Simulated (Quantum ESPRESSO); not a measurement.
# MnGe: cost and accuracy of cutoff, mesh and threshold together, part 2 of 2

Aim: see how far moments and order energies of MnGe move with cutoff, mesh and threshold together, and what each rung costs.

Quantum ESPRESSO 7.5; LDA; plane waves with GBRV 1.5 LDA potentials, no spin-orbit coupling (settings of the first rung).

So far, largest spin moment in the atom's sphere (μB): step 2 (rung 1, start ferro ++++) 1.95; step 3 (rung 1, start antiferro ++--) 1.53; step 4 (rung 2, start ferro ++++) 1.65; step 5 (rung 2, start antiferro ++--) 1.12; step 6 (rung 3, start ferro ++++) 1.62.

**7. Rung 3, start antiferro ++--**

The input, pw.in:

```
&CONTROL
  calculation = 'scf'
  prefix = 'pwscf'
  outdir = './tmp'
  pseudo_dir = './pseudo'
  disk_io = 'nowf'
/
&SYSTEM
  ibrav = 0
  celldm(1) = 8
  nat = 8
  ntyp = 3
  ecutwfc = 40
  ecutrho = 280
  nbnd = 72
  occupations = 'smearing'
  smearing = 'fd'
  degauss = 0.00999582
  nspin = 2
  starting_magnetization(1) = 0.2333
  starting_magnetization(2) = -0.2333
  starting_magnetization(3) = 0
/
&ELECTRONS
  conv_thr = 1.6d-08
  electron_maxstep = 150
  mixing_beta = 0.3
/
ATOMIC_SPECIES
Mn1    54.9380 mn_lda_v1.5.uspp.F.UPF
Mn2    54.9380 mn_lda_v1.5.uspp.F.UPF
Ge     72.6300 ge_lda_v1.4.uspp.F.UPF
CELL_PARAMETERS alat
   1.1161202151773    0.0000000000000    0.0000000000000
   0.0000000000000    1.1161202151773    0.0000000000000
   0.0000000000000    0.0000000000000    1.1161202151773
ATOMIC_POSITIONS crystal
Mn1     0.6371118200    0.1371118200    0.3628881800
Mn1     0.1371118200    0.3628881800    0.6371118200
Mn2     0.3628881800    0.6371118200    0.1371118200
Mn2     0.8628881800    0.8628881800    0.8628881800
Ge      0.3423633700    0.8423633700    0.6576366300
Ge      0.8423633700    0.6576366300    0.3423633700
Ge      0.6576366300    0.3423633700    0.8423633700
Ge      0.1576366300    0.1576366300    0.1576366300
K_POINTS automatic
6 6 6 0 0 0
```

Started as:

```bash
$ OMP_NUM_THREADS=1 mpirun -n 2 pw.x -nk 2 -in pw.in > pw.out
```

Output:

```text
     [... lines left out ...]
Program PWSCF v.7.5 starts
     [... lines left out ...]
     number of atoms/cell      =            8
     [... lines left out ...]
     number of electrons       =       116.00
     number of Kohn-Sham states=           72
     kinetic-energy cutoff     =      40.0000  Ry
     charge density cutoff     =     280.0000  Ry
     scf convergence threshold =      1.6E-08
     [... lines left out ...]
      2 Sym. Ops. (no inversion) found ( 1 have fractional translation)
     [... lines left out ...]
     number of k points=    80  Fermi-Dirac smearing, width (Ry)=  0.0100
     [... lines left out ...]
     iteration # 17     ecut=    40.00 Ry     beta= 0.30
     [... lines left out ...]
     Magnetic moment per site  (integrated on atomic sphere of radius R)
     atom   1 (R=0.235)  charge= 13.1945  magn=  1.0959
     atom   2 (R=0.235)  charge= 13.1945  magn=  1.0959
     atom   3 (R=0.235)  charge= 13.1944  magn= -1.0976
     atom   4 (R=0.235)  charge= 13.1944  magn= -1.0976
     atom   5 (R=0.235)  charge= 11.8000  magn=  0.0005
     atom   6 (R=0.235)  charge= 11.8000  magn=  0.0005
     atom   7 (R=0.235)  charge= 11.8000  magn= -0.0005
     atom   8 (R=0.235)  charge= 11.8000  magn= -0.0005
     [... lines left out ...]
     the Fermi energy is    15.9404 ev
!    total energy              =   -1697.19395147 Ry
     estimated scf accuracy    <          3.1E-09 Ry
     smearing contrib. (-TS)   =      -0.04113405 Ry
     [... lines left out ...]
     total magnetization       =    -0.00 Bohr mag/cell
     absolute magnetization    =     4.86 Bohr mag/cell
     convergence has been achieved in  17 iterations
```

Run time: 15 min. Hardware: 2 MPI ranks of Arm Neoverse N1, shared host; peak memory 0.88 GiB.

Read from the output:

| Property | Result |
| --- | --- |
| magnetization | 0 μB |
| final state | antiferromagnetic |
| largest moment | 1.098 μB |

**8. Rung 4, start ferro ++++**

The input, pw.in:

```
&CONTROL
  calculation = 'scf'
  prefix = 'pwscf'
  outdir = './tmp'
  pseudo_dir = './pseudo'
  disk_io = 'nowf'
/
&SYSTEM
  ibrav = 0
  celldm(1) = 8
  nat = 8
  ntyp = 2
  ecutwfc = 52
  ecutrho = 364
  nbnd = 79
  occupations = 'smearing'
  smearing = 'fd'
  degauss = 0.00999582
  nspin = 2
  starting_magnetization(1) = 0.2333
  starting_magnetization(2) = 0
/
&ELECTRONS
  conv_thr = 8d-10
  electron_maxstep = 150
  mixing_beta = 0.3
/
ATOMIC_SPECIES
Mn     54.9380 mn_lda_v1.5.uspp.F.UPF
Ge     72.6300 ge_lda_v1.4.uspp.F.UPF
CELL_PARAMETERS alat
   1.1161202151773    0.0000000000000    0.0000000000000
   0.0000000000000    1.1161202151773    0.0000000000000
   0.0000000000000    0.0000000000000    1.1161202151773
ATOMIC_POSITIONS crystal
Mn      0.6371118200    0.1371118200    0.3628881800
Mn      0.1371118200    0.3628881800    0.6371118200
Mn      0.3628881800    0.6371118200    0.1371118200
Mn      0.8628881800    0.8628881800    0.8628881800
Ge      0.3423633700    0.8423633700    0.6576366300
Ge      0.8423633700    0.6576366300    0.3423633700
Ge      0.6576366300    0.3423633700    0.8423633700
Ge      0.1576366300    0.1576366300    0.1576366300
K_POINTS automatic
8 8 8 0 0 0
```

Output:

```text
     [... lines left out ...]
Program PWSCF v.7.5 starts
     [... lines left out ...]
     number of atoms/cell      =            8
     [... lines left out ...]
     number of electrons       =       116.00
     number of Kohn-Sham states=           79
     kinetic-energy cutoff     =      52.0000  Ry
     charge density cutoff     =     364.0000  Ry
     scf convergence threshold =      8.0E-10
     [... lines left out ...]
     12 Sym. Ops. (no inversion) found ( 9 have fractional translation)
     [... lines left out ...]
     number of k points=    45  Fermi-Dirac smearing, width (Ry)=  0.0100
     [... lines left out ...]
     iteration # 15     ecut=    52.00 Ry     beta= 0.30
     [... lines left out ...]
     Magnetic moment per site  (integrated on atomic sphere of radius R)
     atom   1 (R=0.235)  charge= 13.1936  magn=  1.6233
     atom   2 (R=0.235)  charge= 13.1936  magn=  1.6233
     atom   3 (R=0.235)  charge= 13.1936  magn=  1.6233
     atom   4 (R=0.235)  charge= 13.1936  magn=  1.6233
     atom   5 (R=0.235)  charge= 11.8025  magn= -0.0660
     atom   6 (R=0.235)  charge= 11.8025  magn= -0.0660
     atom   7 (R=0.235)  charge= 11.8025  magn= -0.0660
     atom   8 (R=0.235)  charge= 11.8025  magn= -0.0660
     [... lines left out ...]
     the Fermi energy is    15.9905 ev
!    total energy              =   -1697.21156679 Ry
     estimated scf accuracy    <          4.9E-10 Ry
     smearing contrib. (-TS)   =      -0.03116049 Ry
     [... lines left out ...]
     total magnetization       =     6.30 Bohr mag/cell
     absolute magnetization    =     7.27 Bohr mag/cell
     convergence has been achieved in  15 iterations
```

It took 15 min on 2 MPI ranks; peak memory 0.96 GiB.

Numbers from this step:

```yaml
magnetization: 6.302 μB
final_state: ferromagnetic
largest_moment: 1.623 μB
```

**9. Rung 4, start antiferro ++--**

Changes to pw.in since step 8:

```diff
@@ -11,6 +11,6 @@
   nat = 8
-  ntyp = 2
+  ntyp = 3
   ecutwfc = 52
   ecutrho = 364
-  nbnd = 79
+  nbnd = 72
   occupations = 'smearing'
@@ -20,3 +20,4 @@
   starting_magnetization(1) = 0.2333
-  starting_magnetization(2) = 0
+  starting_magnetization(2) = -0.2333
+  starting_magnetization(3) = 0
 /
@@ -28,3 +29,4 @@
 ATOMIC_SPECIES
-Mn     54.9380 mn_lda_v1.5.uspp.F.UPF
+Mn1    54.9380 mn_lda_v1.5.uspp.F.UPF
+Mn2    54.9380 mn_lda_v1.5.uspp.F.UPF
 Ge     72.6300 ge_lda_v1.4.uspp.F.UPF
@@ -35,6 +37,6 @@
 ATOMIC_POSITIONS crystal
-Mn      0.6371118200    0.1371118200    0.3628881800
-Mn      0.1371118200    0.3628881800    0.6371118200
-Mn      0.3628881800    0.6371118200    0.1371118200
-Mn      0.8628881800    0.8628881800    0.8628881800
+Mn1     0.6371118200    0.1371118200    0.3628881800
+Mn1     0.1371118200    0.3628881800    0.6371118200
+Mn2     0.3628881800    0.6371118200    0.1371118200
+Mn2     0.8628881800    0.8628881800    0.8628881800
 Ge      0.3423633700    0.8423633700    0.6576366300
```

Output:

```text
     [... lines left out ...]
Program PWSCF v.7.5 starts
     [... lines left out ...]
     number of atoms/cell      =            8
     [... lines left out ...]
     number of electrons       =       116.00
     number of Kohn-Sham states=           72
     kinetic-energy cutoff     =      52.0000  Ry
     charge density cutoff     =     364.0000  Ry
     scf convergence threshold =      8.0E-10
     [... lines left out ...]
      2 Sym. Ops. (no inversion) found ( 1 have fractional translation)
     [... lines left out ...]
     number of k points=   170  Fermi-Dirac smearing, width (Ry)=  0.0100
     [... lines left out ...]
     iteration # 18     ecut=    52.00 Ry     beta= 0.30
     [... lines left out ...]
     Magnetic moment per site  (integrated on atomic sphere of radius R)
     atom   1 (R=0.235)  charge= 13.1946  magn=  1.0996
     atom   2 (R=0.235)  charge= 13.1946  magn=  1.0996
     atom   3 (R=0.235)  charge= 13.1946  magn= -1.0985
     atom   4 (R=0.235)  charge= 13.1946  magn= -1.0985
     atom   5 (R=0.235)  charge= 11.8000  magn=  0.0005
     atom   6 (R=0.235)  charge= 11.8000  magn=  0.0005
     atom   7 (R=0.235)  charge= 11.8000  magn= -0.0005
     atom   8 (R=0.235)  charge= 11.8000  magn= -0.0005
     [... lines left out ...]
     the Fermi energy is    15.9401 ev
!    total energy              =   -1697.19774625 Ry
     estimated scf accuracy    <          2.9E-10 Ry
     smearing contrib. (-TS)   =      -0.04113417 Ry
     [... lines left out ...]
     total magnetization       =     0.00 Bohr mag/cell
     absolute magnetization    =     4.87 Bohr mag/cell
     convergence has been achieved in  18 iterations
```

It took 57 min on 2 MPI ranks; peak memory 2.2 GiB.

This step gave:

```
magnetization  : 0 μB
final state    : antiferromagnetic
largest moment : 1.100 μB
```

**10. The rungs together**

Ladder, by row:

```csv
rung,cutoff (eV),mesh,state from the first start,state from the second start,second less first (meV a seeded atom),"moment, first (μB)","moment, second (μB)",CPU time (s)
1,299,4x4x4,ferromagnetic,antiferromagnetic,95.15,1.948,1.535,313.9
2,408,4x4x4,ferromagnetic,antiferromagnetic,49.89,1.653,1.118,471.8
3,544,6x6x6,ferromagnetic,antiferromagnetic,46.97,1.624,1.098,2374
4,707,8x8x8,ferromagnetic,antiferromagnetic,47.01,1.623,1.1,8620
```

**11. Summary of results**

| Property | Result |
| --- | --- |
| range of the largest moment, first start | 1.62 to 1.95 μB; second start 1.10 to 1.53 μB |
| range of CPU time | 5.2 min to 2.4 h |
| range of the energy difference | 47.0 to 95.2 meV a seeded atom |
| first rung that agrees with the last (margins below) | 3 |

In words: From rung 3 on the states are those of the last rung, the moments stay within 0.05 μB of it and the difference within 2.4 meV; rung 3 took 28 % of its CPU time. Energies are free energies at an electronic temperature of 1580 K, which lowers moments and differences where the moments are itinerant.

[Logs and program files are shortened in this print: banners, set-up blocks, solver, clock and traceback lines can be left out without a mark of their own.]

[Logs are printed without paths, hosts, clocks, repeated set-up lines and the standing remarks that a program may print on its own settings, such as how far it seeks lower states.]

[Hosts, paths, dates, database ids (printed as entryN), source tags and the programs' standing remarks are cut or masked in the printed files.]

[Where a cell is said to come from a database of computed structures, the database is the Materials Project.]
